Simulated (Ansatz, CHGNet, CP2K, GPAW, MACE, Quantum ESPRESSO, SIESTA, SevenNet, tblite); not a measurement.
# Running H11C3IN2 (P2_1/c) (68 atoms) with GPAW

Aim: run H11C3IN2 (P2_1/c) (68 atoms) in GPAW and see how near its forces come to a plane-wave reference, and at what cost.

Method: the method is named at each step, in GPAW 26.7.0.

## (1) Starting point

The cell holds 68 atoms: 44 H, 12 C, 4 I and 8 N. Cell: a = 5.015 Å, b = 10.147 Å, c = 14.500 Å, α = 90.0°, β = 103.6°, γ = 90.0°. It derives from H11C3IN2 (P2_1/c), repeated 1×1×1. H11C3IN2, space group P2_1/c, structure from the Crystallography Open Database, 1 x 1 x 1 conventional cells; positions as listed; bonds to H set to neutron lengths (C-H 1.089, N-H 1.015, O-H 0.983, B-H 1.19 Å) where the listed ones are shorter Then every atom was moved at random, 0.03 Å r.m.s. a Cartesian component (hydrogen 0.6 of that).

The yardstick, on the same geometry:

* method: Kohn-Sham DFT, PBE, SSSP efficiency 1.3.0 pseudopotentials, plane waves (Quantum ESPRESSO 7.5); sssp-pbe-1.3.0-efficiency, cutoffs 60/480 Ry, Γ point
* r.m.s. force component: 1.381 eV/Å
* longest force: 6.682 eV/Å
* pressure: 3.688 GPa
* gap (highest filled to lowest empty level): 4.363 eV
* time: 43 s on 2 MPI ranks of Arm Neoverse V2, shared host
* CPU time: 87 s

## (2) PBE, LCAO dzp, h 0.18 Å

Method: Kohn-Sham DFT, PBE, PAW, atomic orbitals (dzp).

Input file run.py:

```python
import numpy as np
from ase.io import read
from gpaw import GPAW, FermiDirac

atoms = read("structure.xyz")
atoms.calc = GPAW(
    mode="lcao",
    basis="dzp",
    h=0.18,
    xc="PBE",
    kpts={"size": (1, 1, 1), "gamma": True},
    occupations=FermiDirac(0.05),
    maxiter=200,
    symmetry={"point_group": False},
    txt="gpaw.txt",
)
energy = atoms.get_potential_energy(force_consistent=True)
forces = atoms.get_forces()
print(f"energy {energy:.6f} eV")
print("forces (eV/A)")
for i, (a, f) in enumerate(zip(atoms, forces)):
    print(f"{i:4d} {a.symbol:2s} {f[0]:10.5f} {f[1]:10.5f} {f[2]:10.5f}")
print(f"Fermi level {atoms.calc.get_fermi_level():.4f} eV")
for k in range(len(atoms.calc.get_ibz_k_points())):
    for s in range(atoms.calc.get_number_of_spins()):
        e = atoms.calc.get_eigenvalues(kpt=k, spin=s)
        n = np.searchsorted(e, atoms.calc.get_fermi_level())
        print(f"k {k} spin {s} levels about the Fermi level:", np.round(e[max(n - 6, 0):n], 4).tolist(), "|", np.round(e[n:n + 6], 4).tolist())
```

Input file structure.xyz:

```xyz
68
Lattice="5.01520 0.00000 0.00000 0.00000 10.14700 0.00000 -3.40914 0.00000 14.09395" Properties=species:S:1:pos:R:3 pbc="T T T"
H -0.88259 9.49394 4.13249
H 4.14741 4.38168 2.94113
H 2.43981 0.70014 9.93116
H -2.53404 5.75284 11.18750
H 3.15160 0.01076 5.28439
H 0.13662 5.06386 1.74511
H -1.56780 10.13097 8.80703
H 1.42027 5.10983 12.38915
H -0.43663 9.33494 5.73455
H 3.76171 4.28244 1.31158
H 2.07273 0.80760 8.36293
H -2.15551 5.90880 12.81662
H 3.18797 3.65485 4.91259
H 0.12840 8.71840 2.12579
H -1.61626 6.52026 9.17262
H 1.50557 1.47548 11.96435
H -0.38719 4.40299 5.20856
H 3.72278 9.51352 1.84490
H 2.00883 5.69815 8.88920
H -2.13006 0.63561 12.22129
H 2.64965 5.54026 6.11283
H 0.65598 0.49274 0.92766
H -1.06375 4.62663 7.97760
H 0.96585 9.66167 13.16079
H 2.07492 5.70921 4.45947
H 1.21893 0.62800 2.58159
H -0.44564 4.46569 9.61954
H 0.39052 9.54924 11.50870
H -0.83435 6.96723 3.89035
H 4.15179 1.90114 3.18735
H 2.45795 3.21934 10.25448
H -2.56993 8.26443 10.91957
H -0.36637 6.88413 5.56373
H 3.66613 1.81611 1.46394
H 1.98105 3.29006 8.54291
H -2.03790 8.29791 12.60535
H 2.10126 8.19015 4.45510
H 1.16863 3.13339 2.57454
H -0.56030 1.95512 9.64759
H 0.45439 7.02365 11.50940
H 2.53797 8.05662 6.20317
H 0.74818 2.98555 0.85748
H -0.95957 2.09140 7.88796
H 0.87140 7.14998 13.25085
C 2.96228 5.62702 5.08721
C 0.35614 0.55037 1.98936
C -1.36897 4.49766 8.96262
C 1.26610 9.55036 12.14490
C 3.81443 6.86901 4.91132
C -0.44943 1.79460 2.12776
C 2.77122 3.23801 9.13950
C 2.04993 8.34104 11.92616
C 2.97001 8.12886 5.13485
C 0.28827 3.06348 1.88408
C -1.34867 2.02737 8.86524
C 1.24961 7.10676 12.26822
[... 8 atom lines left out ...]
N 3.73261 4.39182 4.69681
N -0.45401 9.49353 2.31690
N -2.16447 5.66050 9.41208
N 2.04790 0.61704 11.74646
```

Command:

```sh
> OMP_NUM_THREADS=1 python run.py > output.txt
```

Standard output:

```text
energy -335.585214 eV
forces (eV/A)
   0 H     0.80730    0.34651   -2.43781
   1 H    -0.92073    0.59376    2.84978
   2 H    -1.40238   -0.49226    4.54980
   3 H    -0.18377   -0.33141   -1.40796
   4 H    -1.24984    1.99014    0.67124
   5 H     1.39523    2.20410   -0.33599
   6 H     1.50936   -2.66257   -0.49032
   7 H    -1.36979   -2.41648    0.46411
   8 H    -0.14961    0.22669    0.31680
   9 H    -0.67576    0.22561   -0.56516
  10 H    -1.36826   -0.31096   -1.46552
  11 H    -0.74630   -0.30848   -0.20557
  12 H    -2.65316   -4.48168    1.54567
  13 H     0.88277   -2.23319   -0.82436
  14 H    -0.16569    0.06600   -0.10191
  15 H    -0.04900    0.11711    0.31784
  16 H     0.22343   -0.47360    0.31065
  17 H    -3.18855   -0.35144   -2.13996
  18 H    -2.03993    0.25766   -1.23427
  19 H     3.38040    0.28560    2.06951
  20 H    -0.50609    0.04553    1.42225
  21 H     0.45255   -0.00691   -0.48947
  22 H     0.87561    0.12144   -2.93062
  23 H    -0.66044   -0.13373    1.81530
[...]
60 N     0.57620   -2.44710    1.20160
  61 N     0.07106   -3.11926   -2.12118
  62 N     2.27734    4.30214   -3.37055
  63 N     2.76019    2.46196    1.36317
  64 N     1.97470    5.39721   -1.87611
  65 N     2.75231    2.68694    3.46426
  66 N     2.30202    0.10693    1.52813
  67 N    -3.47283   -0.68859   -2.45286
Fermi level 2.0818 eV
k 0 spin 0 levels about the Fermi level: [0.1047, 0.1461, 0.2594, 0.2967, 0.3036, 0.3507] | [4.9908, 5.4118, 5.5318, 5.6453, 5.6658, 5.8754]
```

gpaw.txt:

```text
Input parameters:
  mode=LCAO(),
  basis={'default': 'dzp'},
  h=0.18,
  kpts=MonkhorstPack(size=(1, 1, 1), gamma=True),
  maxiter=200,
  occupations=Occupations(name='fermi-dirac', width=0.05, fixmagmom=False),
  symmetry=Symmetry(point_group=False),
  xc=XC(name='PBE')
Unit cell  # Å
| periodic |         x |         y |         z |   lengths |     angles |
|----------|-----------|-----------|-----------|-----------|------------|
|      yes |  5.015200 |  0.000000 |  0.000000 |  5.015200 |  90.000000 |
|      yes |  0.000000 | 10.147000 |  0.000000 | 10.147000 | 103.597906 |
|      yes | -3.409140 |  0.000000 | 14.093950 | 14.500402 |  90.000000 |
Number of symmetries: 1
Symmetry operations  # r_c * U_cc + t_c -> r_c
|   | kind |            matrix            |
|---|------|------------------------------|
| 0 |  E   |  1, 0, 0,  0, 1, 0,  0, 0, 1 |
BZ-sampling:
  Number of BZ points: 1
  Number of IBZ points: 1
  Monkhorst-Pack size: [1, 1, 1]
[... lines left out ...]
      Number of RI-basis functions 0
Reference energy: -798898.059223  # eV
eigensolver:
density mixing:
  MSR1-Mixer
occupation numbers:
  Fermi-Dirac:
    width: 0.0500  # eV
FastPoissonSolver using
    Stencil: 8*3+1=25 point O(h^6) finite-difference Laplacian
xc functional:
  name: PBE with 2 nearest neighbor stencil
interpolation: tri-quintic # 5. degree polynomial
Initialization done in: 4.715 s
convergence criteria:
- Maximum [total energy] change in last 3 cyles: 0.0005 eV / valence electron
- Maximum integral of absolute [dens]ity change: 0.0001 electrons / valence electron
- Maximum integral of absolute [eigenst]ate change: 4e-08 eV^2 / valence electron
maximum number of iterations: 200
SCF iterations
|iter     |      energy | eigst |  dens |
|---------|-------------|-------|-------|
|iter:   1| -346.524194 |      c|       |
|iter:   2| -344.431537 |      c| -0.77 |
|iter:   3| -335.634619 |      c| -0.80 |
|iter:   4| -335.589350 |      c| -1.44 |
|iter:   5| -335.585266c|      c| -2.00 |
|iter:   6| -335.585212c|      c| -2.70 |
|iter:   7| -335.585210c|      c| -3.19 |
|iter:   8| -335.585214c|      c| -3.66 |
|iter:   9| -335.585214c|      c| -4.30c|
Converged in 9 steps
SCF loop duration: 24.807 s (2.756 s/step)
Energy contributions relative to reference atoms: (reference = -798898.059223)
Energy contributions:
  Kinetic:         348.122239
  Coulomb:        -369.524251
  Zero:              2.854152
  External:          0.000000
  Xc:             -317.037353
  Entropy:          -0.000000
  Spinorbit:         0.000000
  ----------------------------
  Free energy:    -335.585214
  Extrapolated:   -335.585214
dipole moment: (64.706035, -1.565737, -0.233014)  # |e|*Ang
Fermi level: 2.082
Eigenvalues  # (at kpt = [0.000, 0.000, 0.000])
| band index |      eig [eV] | occ [0-2] |
|------------|---------------|-----------|
|          0 |       -19.524 |     2.000 |
|        ... |               |           |
|         72 |        -0.051 |     2.000 |
|         73 |         0.017 |     2.000 |
[...]
|         87 |         6.243 |     0.000 |
|        ... |               |           |
|         99 |         8.185 |     0.000 |
Gap: 4.640 eV
Transition (v -> c):
  (s=0, k=0, n=79, [0.00, 0.00, 0.00]) -> (s=0, k=0, n=80, [0.00, 0.00, 0.00])
No difference between direct/indirect transitions
Force computation time: 5.561  # s
timing:  # [seconds]
  Total:  35.108  # ━━━━━━━━━━━━━━━━━━━━━━━━━━━━━━━━━━━━━━━━━━━━━━━━━━━━━━━━━
  Init:    4.715  # ━━━━━━━╸
  SCF:    24.807  # ━━━━━━━━━━━━━━━━━━━━━━━━━━━━━━━━━━━━━━━━╸
  Forces:  5.562  # ━━━━━━━━━
```

Elapsed: 36 s, on 1 thread of Arm Neoverse V2, shared host; peak memory 0.73 GiB.

Banners and routine set-up lines are dropped from the logs; longer cuts are marked.

Numbers from this run, and their distance from the reference:

| Quantity | Value |
| --- | --- |
| r.m.s. force component | 1.615 eV/Å |
| r.m.s. difference of force components | 346.8 meV/Å |
| longest difference of force vectors | 951.7 meV/Å |
| force difference over r.m.s. force | 25.12 % |
| slope of forces against the reference's | 1.152 |
| correlation of force components | 0.9853 |
| gap (highest filled to lowest empty level) | 4.64 eV |
| gap difference | 0.2767 eV |

This run lies far from the reference at the same functional.

Length of the force difference by element (eV/Å):

```
element  atoms   mean   most
      C     12   0.43   0.65
      H     44   0.62   0.94
      I      4  0.047  0.050
      N      8   0.69   0.95
```

Levels nearest the highest filled one (eV from it): -0.25, -0.20, -0.09, -0.05, -0.05, 0.00, 4.64, 5.06, 5.18, 5.29, 5.32, 5.52.

Local excerpt of 12 atoms (numbers count through the whole input) about H19, picked at random; x, y, z are measured from there.

| atom | x | y | z | distance (Å) | bonds | Fx | Fy | Fz (eV/Å) |
| --- | --- | --- | --- | --- | --- | --- | --- | --- |
| H19 | 0.00 | 0.00 | 0.00 | 0.00 | 1 | -2.04 | 0.26 | -1.23 |
| N67 | 0.84 | -0.04 | 0.52 | 0.99 | 3 | 2.30 | 0.11 | 1.53 |
| H15 | 1.39 | 0.82 | 0.28 | 1.64 | 1 | -0.17 | 0.07 | -0.10 |
| C47 | 1.64 | -1.20 | 0.07 | 2.03 | 4 | -1.14 | -0.04 | 3.01 |
| H4 | 0.47 | 0.05 | 2.30 | 2.35 | 1 | -0.18 | -0.33 | -1.41 |
| H23 | 1.94 | -1.07 | -0.91 | 2.40 | 1 | 0.88 | 0.12 | -2.93 |
| H35 | -0.03 | -2.41 | -0.35 | 2.43 | 1 | -4.54 | 0.14 | -3.43 |
| C51 | 0.76 | -2.46 | 0.25 | 2.59 | 4 | 5.33 | -0.07 | 4.98 |
| H27 | -2.45 | -1.23 | 0.73 | 2.84 | 1 | -0.27 | -0.24 | -0.26 |
| H21 | 0.64 | -0.16 | -2.78 | 2.85 | 1 | -0.51 | 0.05 | 1.42 |
| H31 | 0.45 | -2.48 | 1.37 | 2.87 | 1 | 0.16 | -0.04 | -1.21 |
| H27 | 2.56 | -1.23 | 0.73 | 2.93 | 1 | -0.27 | -0.24 | -0.26 |

Atoms are counted from 1 here, from 0 in the log.

Forces lie 25 % from the reference's, at 0.42 times its CPU time (on 1 against 2 cores).

## (3) PBE, LCAO dzp, h 0.18 Å, other mixer settings

Method: Kohn-Sham DFT, PBE, PAW, atomic orbitals (dzp).

Changes to run.py since step 2:

```diff
@@ -2,3 +2,4 @@
 from ase.io import read
-from gpaw import GPAW, FermiDirac
+from gpaw import GPAW, FermiDirac, Mixer
+from ase.parallel import parprint as print
 
@@ -12,2 +13,3 @@
     occupations=FermiDirac(0.05),
+    mixer=Mixer(0.1, 5, 50),
     maxiter=200,
```

structure.xyz is that of step 2.

Command:

```sh
> OMP_NUM_THREADS=1 mpirun -np 2 gpaw python run.py > output.txt
```

Standard output:

```text
energy -335.585214 eV
forces (eV/A)
   0 H     0.80767    0.34681   -2.43845
   1 H    -0.92113    0.59396    2.85056
   2 H    -1.40281   -0.49248    4.55046
   3 H    -0.18328   -0.33169   -1.40851
   4 H    -1.25030    1.99107    0.67142
   5 H     1.39583    2.20503   -0.33633
   6 H     1.50991   -2.66345   -0.49065
   7 H    -1.37015   -2.41732    0.46435
   8 H    -0.14867    0.22698    0.31757
   9 H    -0.67668    0.22586   -0.56600
  10 H    -1.36907   -0.31120   -1.46627
  11 H    -0.74539   -0.30872   -0.20490
  12 H    -2.65375   -4.48290    1.54597
  13 H     0.88350   -2.23449   -0.82464
  14 H    -0.16518    0.06732   -0.10226
  15 H    -0.04958    0.11848    0.31819
  16 H     0.22431   -0.47395    0.31099
  17 H    -3.18937   -0.35176   -2.14022
  18 H    -2.04054    0.25820   -1.23447
  19 H     3.38109    0.28599    2.06977
  20 H    -0.50612    0.04539    1.42196
  21 H     0.45258   -0.00708   -0.48932
  22 H     0.87571    0.12172   -2.93032
  23 H    -0.66047   -0.13351    1.81503
[...]
60 N     0.58007   -2.44141    1.20035
  61 N     0.06739   -3.11400   -2.12079
  62 N     2.27380    4.29771   -3.37048
  63 N     2.76440    2.45629    1.36293
  64 N     1.97877    5.39349   -1.87955
  65 N     2.74754    2.68324    3.46778
  66 N     2.29689    0.11062    1.53150
  67 N    -3.46753   -0.68501   -2.45700
Fermi level 2.0818 eV
k 0 spin 0 levels about the Fermi level: [0.1046, 0.1459, 0.2593, 0.2967, 0.3035, 0.3505] | [4.9909, 5.4118, 5.5319, 5.6453, 5.6659, 5.8754]
```

gpaw.txt:

```text
Input parameters:
  mode=LCAO(),
  basis={'default': 'dzp'},
  h=0.18,
  kpts=MonkhorstPack(size=(1, 1, 1), gamma=True),
  maxiter=200,
  mixer=Pulay(name='pulay', nmaxold=5, beta=0.1, weight=50, sigma=0.015, g_ss=None),
  occupations=Occupations(name='fermi-dirac', width=0.05, fixmagmom=False),
  symmetry=Symmetry(point_group=False),
  xc=XC(name='PBE')
Unit cell  # Å
[... lines left out ...]
  Fermi-Dirac:
[... lines left out ...]
convergence criteria:
- Maximum [total energy] change in last 3 cyles: 0.0005 eV / valence electron
[... lines left out ...]
Converged in 16 steps
[... lines left out ...]
  Free energy:    -335.585214
  Extrapolated:   -335.585214
dipole moment: (64.706302, -1.565744, -0.233060)  # |e|*Ang
Fermi level: 2.082
Eigenvalues  # (at kpt = [0.000, 0.000, 0.000])
| band index |      eig [eV] | occ [0-2] |
|------------|---------------|-----------|
|          0 |       -19.525 |     2.000 |
|        ... |               |           |
|         72 |        -0.051 |     2.000 |
|         73 |         0.017 |     2.000 |
[...]
|         87 |         6.243 |     0.000 |
|        ... |               |           |
|         99 |         8.185 |     0.000 |
Gap: 4.640 eV
Transition (v -> c):
  (s=0, k=0, n=79, [0.00, 0.00, 0.00]) -> (s=0, k=0, n=80, [0.00, 0.00, 0.00])
No difference between direct/indirect transitions
Force computation time: 2.854  # s
timing:  # [seconds]
  Total:  29.163  # ━━━━━━━━━━━━━━━━━━━━━━━━━━━━━━━━━━━━━━━━━━━━━━━━━━━━━━━━━
  Init:    2.881  # ━━━━━╸
  SCF:    23.425  # ━━━━━━━━━━━━━━━━━━━━━━━━━━━━━━━━━━━━━━━━━━━━━━
  Forces:  2.854  # ━━━━━╸
```

It took 31 s on 2 MPI ranks; peak memory 0.85 GiB; 62 s of CPU time.

Against the reference:

* r.m.s. force component: 1.614 eV/Å
* r.m.s. difference of force components: 346.6 meV/Å
* longest difference of force vectors: 951.3 meV/Å
* force difference over r.m.s. force: 25.11 %
* slope of forces against the reference's: 1.152
* correlation of force components: 0.9853
* gap (highest filled to lowest empty level): 4.64 eV
* gap difference: 0.277 eV
* energy less the same-level run's: 0 meV/atom
* r.m.s. force difference from the same-level run: 1.868 meV/Å

This run lies far from the reference at the same functional.

Against the first run (25 %), the force difference from the reference is 25 %, at 1.7 times the CPU time (on 2 against 1 cores) (16 SCF steps against 9): another solver or mixer reaches the same state.

## (4) PBE, LCAO szp(dzp), h 0.18 Å

Method: Kohn-Sham DFT, PBE, PAW, atomic orbitals (szp(dzp)).

Changes to run.py since step 3:

```diff
@@ -2,4 +2,3 @@
 from ase.io import read
-from gpaw import GPAW, FermiDirac, Mixer
-from ase.parallel import parprint as print
+from gpaw import GPAW, FermiDirac
 
@@ -8,3 +7,3 @@
     mode="lcao",
-    basis="dzp",
+    basis="szp(dzp)",
     h=0.18,
@@ -13,3 +12,2 @@
     occupations=FermiDirac(0.05),
-    mixer=Mixer(0.1, 5, 50),
     maxiter=200,
```

structure.xyz is that of step 3.

Command:

```sh
> OMP_NUM_THREADS=1 python run.py > output.txt
```

Standard output:

```text
energy -293.929372 eV
forces (eV/A)
   0 H     1.78979    0.55878   -5.01123
   1 H    -1.99080    0.60253    5.52900
   2 H    -2.59176   -0.39002    7.34004
   3 H     0.96958   -0.47425   -3.82217
   4 H    -3.60381    4.46939    1.30356
   5 H     3.76800    4.55997   -1.24254
[...]
65 N     2.43365    3.56136    5.50333
  66 N     2.10680   -0.95585    3.87549
  67 N    -3.46658   -1.73405   -4.62837
Fermi level 2.6549 eV
k 0 spin 0 levels about the Fermi level: [1.1652, 1.2037, 1.3268, 1.3692, 1.39, 1.4177] | [5.3874, 6.2511, 6.3722, 6.4194, 6.7824, 6.8825]
```

gpaw.txt:

```text
Input parameters:
  mode=LCAO(),
  basis={'default': 'szp(dzp)'},
  h=0.18,
  kpts=MonkhorstPack(size=(1, 1, 1), gamma=True),
  maxiter=200,
  occupations=Occupations(name='fermi-dirac', width=0.05, fixmagmom=False),
[... lines left out ...]
  Fermi-Dirac:
[... lines left out ...]
convergence criteria:
- Maximum [total energy] change in last 3 cyles: 0.0005 eV / valence electron
[... lines left out ...]
Converged in 8 steps
[... lines left out ...]
  Free energy:    -293.929372
[... lines left out ...]
Fermi level: 2.655
[... lines left out ...]
|        ... |               |           |
|         99 |         8.937 |     0.000 |
Gap: 3.970 eV
Transition (v -> c):
  (s=0, k=0, n=79, [0.00, 0.00, 0.00]) -> (s=0, k=0, n=80, [0.00, 0.00, 0.00])
No difference between direct/indirect transitions
Force computation time: 4.694  # s
timing:  # [seconds]
  Total:  27.996  # ━━━━━━━━━━━━━━━━━━━━━━━━━━━━━━━━━━━━━━━━━━━━━━━━━━━━━━━━━
  Init:    4.177  # ━━━━━━━━╸
  SCF:    19.102  # ━━━━━━━━━━━━━━━━━━━━━━━━━━━━━━━━━━━━━━━
  Forces:  4.694  # ━━━━━━━━━╸
```

Elapsed: 29 s, on 1 thread; peak memory 0.71 GiB.

Numbers from this run, and their distance from the reference:

```yaml
r_m_s_force_component: 2.478 eV/Å
r_m_s_difference_of_force_components: 1506 meV/Å
longest_difference_of_force_vectors: 4309 meV/Å
force_difference_over_r_m_s_force: 109.1 %
slope_of_forces_against_the_reference_s: 1.516
correlation_of_force_components: 0.8447
spacing_of_highest_filled_and_lowest_empty_level: 3.97 eV
gap_difference: -0.3937 eV
```

This is a coarse setting, run to see what it loses.

Against the first run (25 %), the force difference from the reference is 109 %, at 0.80 times the CPU time, with 392 basis functions against 532: the smaller basis costs accuracy.

(Continued in part 2 of 2.)

[Long decimals in the printed logs are rounded to 6 places.]

[Also dropped from logs without a mark: lines with file paths, logging warnings of Python, QE's lines on negative density and diagonalisation, SIESTA's first energy breakdown, zero terms and Voronoi charges.]

[Logs are printed without paths, hosts, clocks, repeated set-up lines and the standing remarks that a program may print on its own settings, such as how far it seeks lower states.]

[Hosts, paths, dates, database ids (printed as entryN), source tags and the programs' standing remarks are cut or masked in the printed files.]

[Most failed runs of this program on this cell are left out, timed-out ones always.]
